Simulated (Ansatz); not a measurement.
## In2O2 monolayer in a perpendicular field

Aim: how the In2O2 monolayer screens a field along its normal, and what the field does to its bands. A positive field points along +c.

Calculated with Ansatz 0.2.0; plane-wave DFT, PBE-D3(BJ), Ansatz PAW, in the first sound run; inputs show where later runs differ.

### 1. The starting structure

The cell holds 4 atoms: 2 O and 2 In. Cell: a = 3.292 Å, b = 3.292 Å, c = 22.674 Å, α = 90.0°, β = 90.0°, γ = 120.0°. Vacuum lies along c.

### 2. Relaxing the slab

The starting cell is a guess, so the in-plane lattice and the atoms are relaxed first, with the slab cut off from its images along the normal. The program lengthens the vector along the normal by itself, so c and the volume that it reports differ from the typed ones.

input.yaml reads:

```yaml
crystal:
  lattice:
    - [3.2916, 0.0, 0.0]
    - [-1.6458, 2.8506092191, 0.0]
    - [0.0, 0.0, 22.6736373469]
  atoms:
    - { symbol: O, position: [0.3333333333, 0.6666666667, 0.3969367536] }
    - { symbol: In, position: [0.0, 0.0, 0.4373722011] }
    - { symbol: In, position: [0.0, 0.0, 0.5626277989] }
    - { symbol: O, position: [0.3333333333, 0.6666666667, 0.6030632464] }
  periodic: [true, true, false]
kpoints:
  mp_grid: { grid: [12, 12, 1] }
hamiltonian:
  xc: pbe
  dispersion: d3bj
scf:
  occupations: { method: fermi_dirac, width: 0.05 }
  convergence: { dr2_threshold: 1.0e-09 }
relax:
  f_tol: 0.004
  max_steps: 90
  cell: {}
output:
  write_potential: true
  write_density: true
  volumetric_format: npy
```

The run is started by

```sh
$ ansatz run input.yaml --threads 2 --pin off --max-ram 3072MiB --backend cpu --events-out ev --progress --plain --runs-dir out
```

Numbers of over 12 decimals in the logs are rounded to 6 here.

What it wrote:

```text
Warning: crystal.periodic: the lattice vector that does not repeat stood 0.000° off the slab's normal, 22.674 Å along it as the deck builds it. The run solves the slab on a vector along the normal, 33.147 Å long, with every atom where it was (on the deck's vector they left 18.00 Å outside them, and the widest stretch free of ions among them is 2.84 Å). A fractional position that the run reports is one of the run's ce [...]
Warning: relax.cell: scf.convergence.dr2_threshold = 1e-9 eV is looser than the 1.8577378453e-10 eV advised for a relaxation that steers and ends on the stress (1e-10 eV for each atom of the cell: 4, times the square of relax.cell.stress_2d_tol = 0.05 N/m over 14.7 Å (the atoms' height at the walk's start and 5 Å past either face), 3.407e-2 GPa, over a crystal's default 0.05). What an SCF threshold leaves in a stress goes as its square root, and in the free energy as the threshold itself, and one threshold admits the most on a small cell: [figures from the program's tests cut] Set scf.convergence.dr2_threshold to 1.8577378453e-10 eV or tighter. [rest of the remark cut]
crystal.periodic: the lattice vector that does not repeat stood 0.000° off the slab's normal, 22.674 Å along it as the deck builds it. The run solves the slab on a vector along the normal, 33.147 Å long, with every atom where it was (on the deck's vector they left 18.00 Å outside them, and the widest stretch free of ions among them is 2.84 Å). A fractional position that the run reports is one of the run's cell, which [...]
Engine: ansatz 0.2.0, aarch64-unknown-linux-gnu
Pseudopotentials: kind: paw
Pseudopotential: O, paw, valence charge 6, recommended cutoff 420 eV (normal), O.paw.azcp
Pseudopotential: In, paw, valence charge 13, recommended cutoff 420 eV (normal), In.paw.azcp
Functional definition: PBE
  parameter kappa = 0.804
  parameter beta = 0.066725
  exchange = pbe_x(kappa = kappa, mu = beta*pi^2/3)
  correlation = pbe_c(beta = beta)
Crystal: 4 atoms, lattice volume = 311.023 Å³
Basis set: ecut = 420 eV, 6243 PW (Γ), exchange–correlation on 48×48×450 points (8 copies of the dense FFT grid, shifted against one another)
Bands: 23, of which v1, the nominal top of the filled ones, is band 19 counted from 1 (18 counted from 0)
Symmetry: 12 space group operations
Space group: P-6m2 (ITA 187), of the structure as read, at distance tolerance 6.8e-5 Å
k-points: 19 of 144 (time reversal used)
Non-local potential: O, projectors of the file, l = 0: 2, l = 1: 2, l = 2: 1
Non-local potential: In, projectors of the file, l = 0: 2, l = 1: 2, l = 2: 2, l = 3: 2
PAW form: soft (Blöchl's): semilocal exchange-correlation on the pseudo side does not see the compensation charge
PAW one-centre angular grid: O, 110 points (default); XC on 64 Gauss nodes
PAW one-centre angular grid: In, 590 points (default); XC on 64 Gauss nodes
Initial density: superposition of atomic densities (neutral atoms: chi_scale 0, normalization atom), corrected by the library's trained network
Initial wavefunctions: pseudopotential atomic-orbital guess
Functional: x = pbe(κ = 0.804, μ = 0.219515), c = pbe(β = 0.066725)
SCF iter   1: F=—  HF=-12330.368810 eV  |F-HF|=—  |Δ(HF+E_count)|=         —  Δρ=4.08e-3  dr2=7.94e-2  ethr=1.77e-3  ⟨swp⟩=13.3  Hψ=3323  notcnv=0
preconditioner: auto → Resta (q_TF=auto, 1.922 Å⁻¹)  ε∞=1.8  [insulator: Δε(μ)=0.884 eV  Ē_g=14.930 eV  σ=0.050 eV  W_gap=1.00  n_scr=20 (ndim 8)  ℏωp=13.0 eV  f_vac=0.768  D(μ)=0.00/eV (n_scr^D=0)  ε∞_Penn≈1.8  vacuum switching on, ρ_ref=1.6e-2 e/Å³]
SCF iter   2: F=—  HF=-12330.365190 eV  |F-HF|=—  |Δ(HF+E_count)|=   3.62e-3  Δρ=4.02e-3  dr2=5.57e-2  ethr=2.09e-4  ⟨swp⟩=4.3  Hψ=1233  notcnv=0
SCF iter   3: F=—  HF=-12330.354497 eV  |F-HF|=—  |Δ(HF+E_count)|=   1.07e-2  Δρ=7.95e-4  dr2=9.96e-4  ethr=1.46e-4  ⟨swp⟩=3.9  Hψ=1008  notcnv=0
SCF iter   4: F=—  HF=-12330.354826 eV  |F-HF|=—  |Δ(HF+E_count)|=   3.29e-4  Δρ=1.02e-4  dr2=2.54e-5  ethr=2.62e-6  ⟨swp⟩=3.5  Hψ=1031  notcnv=0
SCF iter   5: F=—  HF=-12330.354871 eV  |F-HF|=—  |Δ(HF+E_count)|=   4.54e-5  Δρ=3.28e-5  dr2=1.87e-6  ethr=6.69e-8  ⟨swp⟩=3.6  Hψ=1107  notcnv=0
SCF iter   6: F=—  HF=-12330.354787 eV  |F-HF|=—  |Δ(HF+E_count)|=   8.42e-5  Δρ=5.75e-6  dr2=9.20e-8  ethr=4.92e-9  ⟨swp⟩=3.3  Hψ=959  notcnv=0
SCF iter   7: F=—  HF=-12330.354787 eV  |F-HF|=—  |Δ(HF+E_count)|=   6.82e-8  Δρ=1.66e-6  dr2=5.96e-9  ethr=2.42e-10  ⟨swp⟩=3.5  Hψ=1113  notcnv=0
SCF iter   8: F=-12330.354787 eV  HF=-12330.354787 eV  |F-HF|=3.19e-9  |Δ(HF+E_count)|=   1.87e-8  Δρ=5.67e-7  dr2=7.95e-10  ethr=2.63e-12  ⟨swp⟩=12.4  Hψ=3946  notcnv=0
SCF 1 converged in 8 iterations: F = -12330.354787 eV  dr2 = 7.95e-10
  greatest PAW one-centre occupation: 0.984 electrons in one spin orbital (limit 2), on the In atom at site 2 (counted from 0), in its partial waves of l = 2
relax step   1: F+E_penalty+E_count = -12330.35478725 eV  Δ(F+E_penalty+E_count) = +0.000e0 eV  max|allowed force component| = 2.370e-1 eV/Å  Δτ_max = 0.0000 Å  P = +5.666 N/m  Ω = 311.023 Å³  fix = [c, alpha, beta]  reactions: c +0.000 N/m  (8 SCF iters, accepted)
Crystal: 4 atoms, lattice volume = 337.039 Å³
Basis set: ecut = 420 eV, 6579 PW (Γ), exchange–correlation on 48×48×450 points (8 copies of the dense FFT grid, shifted against one another)
Initial density: handed on by an earlier stage of this run
Initial wavefunctions: those handed on with the density
iter 1 solved again at ethr=5.44e-4 eV; its pass at ethr=3.10e-3 eV (dr2=2.07e-1 eV) is discarded
SCF iter   1: F=—  HF=-12330.545692 eV  |F-HF|=—  |Δ(HF+E_count)|=         —  Δρ=7.16e-3  dr2=2.05e-1  ethr=5.44e-4  ⟨swp⟩=2.0  Hψ=3879  notcnv=0
preconditioner: auto → Resta (q_TF=auto, 1.896 Å⁻¹)  ε∞=1.7  [insulator: Δε(μ)=0.589 eV  Ē_g=14.789 eV  σ=0.050 eV  W_gap=0.99  n_scr=20 (ndim 8)  ℏωp=12.5 eV  f_vac=0.778  D(μ)=0.01/eV (n_scr^D=0)  ε∞_Penn≈1.7  vacuum switching on, ρ_ref=1.6e-2 e/Å³]
SCF iter   2: F=—  HF=-12330.491806 eV  |F-HF|=—  |Δ(HF+E_count)|=   5.39e-2  Δρ=3.63e-3  dr2=2.44e-2  ethr=5.40e-4  ⟨swp⟩=3.8  Hψ=892  notcnv=0
SCF iter   3: F=—  HF=-12330.489688 eV  |F-HF|=—  |Δ(HF+E_count)|=   2.12e-3  Δρ=2.12e-3  dr2=1.32e-2  ethr=6.41e-5  ⟨swp⟩=3.1  Hψ=1055  notcnv=0  defer=1
SCF iter   4: F=—  HF=-12330.487458 eV  |F-HF|=—  |Δ(HF+E_count)|=   2.23e-3  Δρ=7.46e-4  dr2=1.01e-3  ethr=3.48e-5  ⟨swp⟩=2.6  Hψ=774  notcnv=0
SCF iter   5: F=—  HF=-12330.487373 eV  |F-HF|=—  |Δ(HF+E_count)|=   8.56e-5  Δρ=1.38e-4  dr2=3.19e-5  ethr=2.66e-6  ⟨swp⟩=3.2  Hψ=887  notcnv=0
[...]
SCF iter   5: F=—  HF=-12330.487201 eV  |F-HF|=—  |Δ(HF+E_count)|=   6.60e-5  Δρ=6.55e-5  dr2=1.34e-5  ethr=1.27e-6  ⟨swp⟩=3.1  Hψ=730  notcnv=0
SCF iter   6: F=—  HF=-12330.487208 eV  |F-HF|=—  |Δ(HF+E_count)|=   7.64e-6  Δρ=1.79e-5  dr2=1.07e-6  ethr=3.53e-8  ⟨swp⟩=3.2  Hψ=939  notcnv=0
SCF iter   7: F=—  HF=-12330.487116 eV  |F-HF|=—  |Δ(HF+E_count)|=   9.21e-5  Δρ=3.04e-6  dr2=2.44e-8  ethr=2.81e-9  ⟨swp⟩=3.1  Hψ=967  notcnv=0
SCF iter   8: F=-12330.487116 eV  HF=-12330.487116 eV  |F-HF|=1.78e-10  |Δ(HF+E_count)|=   5.86e-9  Δρ=4.89e-7  dr2=5.64e-10  ethr=2.63e-12  ⟨swp⟩=10.2  Hψ=4379  notcnv=0
SCF 3 converged in 8 iterations: F = -12330.487116 eV  dr2 = 5.64e-10
  greatest PAW one-centre occupation: 0.984 electrons in one spin orbital (limit 2), on the In atom at site 1 (counted from 0), in its partial waves of l = 2
relax step   3: F+E_penalty+E_count = -12330.48711630 eV  Δ(F+E_penalty+E_count) = +1.847e-4 eV  max|allowed force component| = 2.244e-1 eV/Å  Δτ_max = 0.0572 Å  P = -0.243 N/m  Ω = 337.246 Å³  energy of the carried Pulay correction = -1.510e-2 eV  fix = [c, alpha, beta]  (8 SCF iters, rejected (line search))
[...]
relax step   4: F+E_penalty+E_count = -12330.49345939 eV  Δ(F+E_penalty+E_count) = -6.158e-3 eV  max|allowed force component| = 2.782e-2 eV/Å  Δτ_max = 0.0280 Å  P = -0.063 N/m  Ω = 336.659 Å³  energy of the carried Pulay correction = -1.477e-2 eV  fix = [c, alpha, beta]  reactions: c -0.000 N/m  (8 SCF iters, accepted)
[...]
relax step   5: F+E_penalty+E_count = -12330.49410956 eV  Δ(F+E_penalty+E_count) = -6.502e-4 eV  max|allowed force component| = 1.129e-3 eV/Å  Δτ_max = 0.0083 Å  P = -0.007 N/m  Ω = 336.009 Å³  energy of the carried Pulay correction = -1.441e-2 eV  fix = [c, alpha, beta]  reactions: c -0.000 N/m  (7 SCF iters, accepted)
[...]
relax step   6: F+E_penalty+E_count = -12330.51575702 eV  Δ(F+E_penalty+E_count) = -2.165e-2 eV  max|allowed force component| = 2.008e-3 eV/Å  Δτ_max = 0.0000 Å  P = +0.334 N/m  Ω = 336.009 Å³  fix = [c, alpha, beta]  reactions: c +0.000 N/m  stress off target by 3.34e-1 N/m on what of the cell is left free  SCF on the basis re-selected at this cell (its energy is not comparable with the rows above)  (7 SCF iters)
[...]
relax step   7: F+E_penalty+E_count = -12330.51538056 eV  Δ(F+E_penalty+E_count) = +3.765e-4 eV  max|allowed force component| = 8.108e-3 eV/Å  Δτ_max = 0.0036 Å  P = -0.030 N/m  Ω = 337.543 Å³  energy of the carried Pulay correction = -8.378e-4 eV  fix = [c, alpha, beta]  reactions: c -0.000 N/m  (7 SCF iters, accepted)
[...]
relax step   8: F+E_penalty+E_count = -12330.51539402 eV  Δ(F+E_penalty+E_count) = -1.346e-5 eV  max|allowed force component| = 4.522e-5 eV/Å  Δτ_max = 0.0009 Å  P = +0.000 N/m  Ω = 337.533 Å³  energy of the carried Pulay correction = -8.323e-4 eV  fix = [c, alpha, beta]  reactions: c +0.000 N/m  (6 SCF iters, accepted)
iter 1 solved again at ethr=2.62e-7 eV; its pass at ethr=3.10e-3 eV (dr2=9.97e-5 eV) is discarded
SCF iter   1: F=—  HF=-12330.516101 eV  |F-HF|=—  |Δ(HF+E_count)|=         —  Δρ=2.36e-5  dr2=1.49e-7  ethr=2.62e-7  ⟨swp⟩=5.9  Hψ=5041  notcnv=0
preconditioner: auto → Resta (q_TF=auto, 1.896 Å⁻¹)  ε∞=1.7  [insulator: Δε(μ)=0.438 eV  Ē_g=14.699 eV  σ=0.050 eV  W_gap=0.96  n_scr=20 (ndim 8)  ℏωp=12.5 eV  f_vac=0.774  D(μ)=0.02/eV (n_scr^D=0)  ε∞_Penn≈1.7  vacuum switching on, ρ_ref=1.6e-2 e/Å³]
SCF iter   2: F=—  HF=-12330.516174 eV  |F-HF|=—  |Δ(HF+E_count)|=   7.39e-5  Δρ=1.17e-5  dr2=7.13e-8  ethr=3.93e-10  ⟨swp⟩=4.1  Hψ=1378  notcnv=0
SCF iter   3: F=—  HF=-12330.516250 eV  |F-HF|=—  |Δ(HF+E_count)|=   7.57e-5  Δρ=6.09e-6  dr2=3.28e-8  ethr=1.88e-10  ⟨swp⟩=3.4  Hψ=859  notcnv=0
SCF iter   4: F=-12330.516290 eV  HF=-12330.516288 eV  |F-HF|=1.79e-6  |Δ(HF+E_count)|=   3.82e-5  Δρ=7.49e-7  dr2=5.45e-10  ethr=2.63e-12  ⟨swp⟩=16.4  Hψ=4760  notcnv=0
SCF 9 converged in 4 iterations: F = -12330.516290 eV  dr2 = 5.45e-10
relax step   9: F+E_penalty+E_count = -12330.51629014 eV  Δ(F+E_penalty+E_count) = -8.961e-4 eV  max|allowed force component| = 5.375e-5 eV/Å  Δτ_max = 0.0000 Å  P = +0.005 N/m  Ω = 337.533 Å³  fix = [c, alpha, beta]  reactions: c +0.000 N/m  stress off target by 5.12e-3 N/m on what of the cell is left free  SCF on the basis re-selected at this cell (its energy is not comparable with the rows above)  (4 SCF iters)
basis re-selected at this cell: Δ(F+E_penalty+E_count) = -8.961e-4 eV, ΔP = +0.005 N/m vs the last step (what re-selecting the basis moved, of the pressure what is left beyond the Pulay correction that the steps carried, after the strain that the cell walked since its last selection, with what the two solves' SCF thresholds leave and, on support functions, any second-order correction that the steps lacked; it is no m [...]
WARN: The output density's exchange-correlation potential varies sharply where the density is thin. Do not read a vacuum level from v_tot or v_xc, or from such a field of the output density. On a cell that repeats whose density bears no net charge and no dipole along the vacuum's axis use v_es (v_loc + v_h of the components); under efield.dipole_correction with no amplitude use v_es + v_field, which holds any externa [...]
SCF converged after 4 iterations
Free energy (F): -12330.516290 eV
Harris-Foulkes:  -12330.516288 eV  (|F-HF|=1.79e-6)
Internal energy: -12330.515982 eV  (E = F + TS)
E sigma→0 (E₀):  -12330.516136 eV
Entropy (-TS):   -0.000308 eV (-0.077 meV/atom)
Fermi energy:    -6.223652 eV
--- Per-component energies (eV) ---
  E_band       = -621.300831
  E_kinetic    = 834.568139
  E_local      = -83226.071524  (includes V_loc(G=0)·N_el)
  E_nonlocal   = 833.884353
  E_hartree    = 41002.238147
  E_xc         = -575.804809
  E_vxc        = -383.995320  (∫ρ·V_xc dr)
  E_paw        = -8629.919270  (= ΣΔE_a)
  E_vpaw       = -684.168586  (= ΣTr[D̂ρ^β])
  E_aug_tail   = 0.004810  (compensation charges beyond the density's cutoff)
  E_ewald      = 37431.157566
  E_disp       = -0.573394  (pairwise vdW)
  E_smearing   = -0.000308  (= −TS)
  E_closure    = -0.000000  (closes the sum)
  Σ components = -12330.516290   (vs F -12330.516290, Δ=0.00e0)
--- Forces (eV/Å), atoms counted from 1 ---
  atom   1  O      0.00000000    -0.00000000    -0.00002151
  atom   2  In     0.00000000    -0.00000000     0.00005375
  atom   3  In     0.00000000    -0.00000000    -0.00005375
  atom   4  O      0.00000000    -0.00000000     0.00002151
  max |Σ_I F_I| component: 2.78e-16 eV/Å
--- 2D stress c σ (N/m, compression-positive) ---
        0.005120       0.000000      -0.000000
       -0.000000       0.005120       0.000000
       -0.000000       0.000000       0.000000
  P = ½ c Tr σ = 0.0051 N/m
--- Band table (eV; the first three rows and the last of 19) ---
  k-point 0: bands = [... 15 lower, -8.1957, -8.1628, -8.1628, -7.2298, -6.0590, -3.1489, -0.4351, -0.1781]
  k-point 1: bands = [... 15 lower, -8.4064, -8.2570, -8.2195, -7.1207, -5.7216, -2.9245, -0.3432, -0.0593]
  k-point 2: bands = [... 15 lower, -8.6926, -8.4243, -8.3736, -6.9541, -5.0098, -2.3835, -0.0789, 0.2878]
  k-point 18: bands = [... 15 lower, -10.1884, -8.6201, -8.3454, -6.4973, -3.1784, -2.0240, -1.3765, 0.0428]
  the weakly bound empty levels are not read free of the cell's end (no_gap_told)
--- Relaxed structure (7 steps of the walk, 6 accepted, 2 SCFs on fresh bases) ---
  F+E_penalty+E_count = -12330.51629014 eV   max|allowed force component| = 5.375e-5 eV/Å   (the final SCF, on the basis selected at the relaxed cell)
  cell:  # Å, volume = 337.5326 Å³
    - [3.429009, 7.627741708068042e-18, 0]
    - [-1.714505, 2.969609, 0]
    - [0, 0, 33.147275]
  atoms:
    - { symbol: O, position: [0.333333, 0.666667, 0.275111] }
    - { symbol: In, position: [-1.8507837352273136e-17, -1.8503717079240062e-17, 0.299197] }
    - { symbol: In, position: [-1.8499596799744627e-17, -1.8503717079240055e-17, 0.384831] }
    - { symbol: O, position: [0.333333, 0.666667, 0.408916] }
```

Wall time 4.3 min (2 threads of Arm Neoverse N1, shared host); peak memory 0.55 GiB.

Relaxation path:

```
step  energy less that of the first step (eV)  largest force component (eV/Å)  volume (Å³)
   1                                   0.0000                          0.2370       311.02
   2                                  -0.1325                          0.1270       337.04
   3                                  -0.1323                          0.2244       337.25
   4                                  -0.1387                          0.0278       336.66
   5                                  -0.1393                          0.0011       336.01
  6*                                  -0.1610                          0.0020       336.01
   7                                  -0.1606                          0.0081       337.54
   8                                  -0.1606                          0.0000       337.53
  9*                                  -0.1615                          0.0001       337.53
```

Relaxation steps marked * repeat the geometry before them on a plane-wave basis chosen anew for their cell, so energy and pressure can jump there. Relaxation step 3 was tried and not accepted.

The run keeps the 12 symmetry operations that it works with, so distortions that break them were not tested.

```csv
cell as run,before,after,change
a (Å),3.292,3.429,+4.2 %
b (Å),3.292,3.429,+4.2 %
```

The atoms that moved most (Å, along periodic axes as changes of fractional coordinates times the final cell, across vacuum about the mean position):

```csv
atom,dx,dy,dz,length
O4,0.000,0.000,-0.119,0.119
O1,0.000,0.000,0.119,0.119
```

The relaxed structure:

```xyz
4
Lattice="3.4290 0.0000 0.0000 -1.7145 2.9696 0.0000 0.0000 0.0000 33.1473" Properties=species:S:1:pos:R:3
O     0.0000    1.9797    9.1192
In    0.0000    0.0000    9.9176
In    0.0000    0.0000   12.7561
O     0.0000    1.9797   13.5545
```

This step gave:

```
energy at zero smearing : -12330.5161 eV
```

The lattice constant a goes from 3.292 to 3.429 Å.

(Continued in part 2 of 4.)

[Logs are printed without paths, hosts, clocks, repeated set-up lines and the standing remarks that a program may print on its own settings, such as how far it seeks lower states.]

[Hosts, paths, dates, database ids (printed as entryN), source tags and the programs' standing remarks are cut or masked in the printed files.]

[Maps of the electrostatic potential energy from Ansatz leave out the sawtooth potential of an applied field or a dipole correction, so their vacuum need not be flat; planar profiles and work functions include it.]
